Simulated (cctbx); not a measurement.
# Accept or mend?

Cell a = 10.8160 Å, b = 10.8160 Å, c = 10.4990 Å, α = 90.00°, β = 90.00°, γ = 90.00°; space group P4_2/ncm (no. 138, origin choice 1). The compound is TiSe4Cl6.

Simulated single-crystal data (cctbx): synchrotron X-rays, λ = 0.7749 Å, to d = 0.7 Å, 80 % of the full sphere, strongest reflection 40000 counts, noise from counting, a 4 % proportional error and a noise floor of 8 counts (s.d.); no absorption.

An anisotropic refinement with weights 1/σ² prints:

```text
Rint 0.038, 1012 unique reflections to 0.70 A
cycle     R1     wR2    GooF  max shift (A)
   1  0.4091  0.7303  33.515   0.02275
   2  0.3993  0.6979  32.027   0.00045
final R1 0.3993 wR2 0.6979 GooF 32.027  parameters 21  data/parameter 48.2
atom        x        y        z      Ueq    occ   su(xyz)  su(Uiso or U11)
Se1    0.84265  0.34265  0.16834   0.0039  1.000  0.00053  0.0018
Se2    0.35092  0.35092  0.75000   0.0032  1.000  0.00036  0.0019
Ti1    0.25000  0.25000  0.25000   0.0024  1.000  0.00000  0.0035  NPD
Cl1    0.88890  0.38890  0.85670   0.0081  1.000  0.00128  0.0038
difference map: max 73.10 min -8.57 rms 4.44
Q1    0.0823  0.1904  0.0979   16   74.72  2.50 A from Ti1
Q2    0.1615  0.3385  0.6696    8   70.71  0.06 A from Se1
Q3    0.1432  0.1432  0.7500    8   68.37  0.09 A from Se2
Q4    0.1089  0.3911  0.3574    8   39.62  0.03 A from Cl1
Q5    0.2500  0.2500  0.2500    4   35.30  0.00 A from Ti1
Q6    0.0776  0.4224  0.6835    8    9.57  1.23 A from Se1
```

Q: Accept it or mend it, and why?

Mend it. The fault: an atom left out, Cl at (0.5823, 0.3096, 0.9023). Against the right model at the same level, R1 goes from 0.0094 to 0.3993 and GooF from 0.96 to 32.03, U of Ti1 shrinks from 0.0134 to 0.0024 Å², U of Se2 shrinks from 0.0138 to 0.0032 Å², U of Se1 shrinks from 0.0138 to 0.0039 Å², the top difference peak, 74.7 e/Å³, lies 2.50 Å from Ti1 and Ti1 goes non-positive-definite. Q1 is the missing atom. With scattering power missing, scale and phases suffer, so peaks may also grow on the heavy atoms.

The compound is TiSe4Cl6. The right model at the same level gives:

```text
Rint 0.038, 1012 unique reflections to 0.70 A
cycle     R1     wR2    GooF  max shift (A)
   1  0.0240  0.0646   2.979   0.00085
   2  0.0094  0.0208   0.959   0.00000
final R1 0.0094 wR2 0.0208 GooF 0.959  parameters 30  data/parameter 33.7
atom        x        y        z      Ueq    occ   su(xyz)  su(Uiso or U11)
Se1    0.84179  0.34179  0.16868   0.0138  1.000  0.00001  0.0000
Se2    0.35240  0.35240  0.75000   0.0138  1.000  0.00001  0.0000
Ti1    0.25000  0.25000  0.25000   0.0134  1.000  0.00000  0.0001
Cl1    0.88950  0.38950  0.85675   0.0124  1.000  0.00003  0.0001
Cl2    0.58231  0.30961  0.90227   0.0172  1.000  0.00002  0.0001
difference map: max 0.29 min -0.30 rms 0.07
Q1    0.1014  0.2340  0.5373   16    0.29  1.91 A from Se1
Q2    0.2361  0.2639  0.7868    8    0.29  1.63 A from Se2
Q3    0.0321  0.3706  0.1773   16    0.27  2.08 A from Cl1
Q4    0.1766  0.3234  0.3290    8    0.25  1.05 A from Cl1
Q5    0.0821  0.1332  0.0353   16    0.25  0.90 A from Cl2
Q6    0.0289  0.2308  0.1729   16    0.24  1.07 A from Cl2
```

The model was made for the exercise: a known structure type with other elements put in, its volume estimated, not relaxed; displacement parameters are assumed.

[Middle refinement cycles are left out of these outputs.]

[Logs are printed without paths, hosts, clocks, repeated set-up lines and the standing remarks that a program may print on its own settings, such as how far it seeks lower states.]
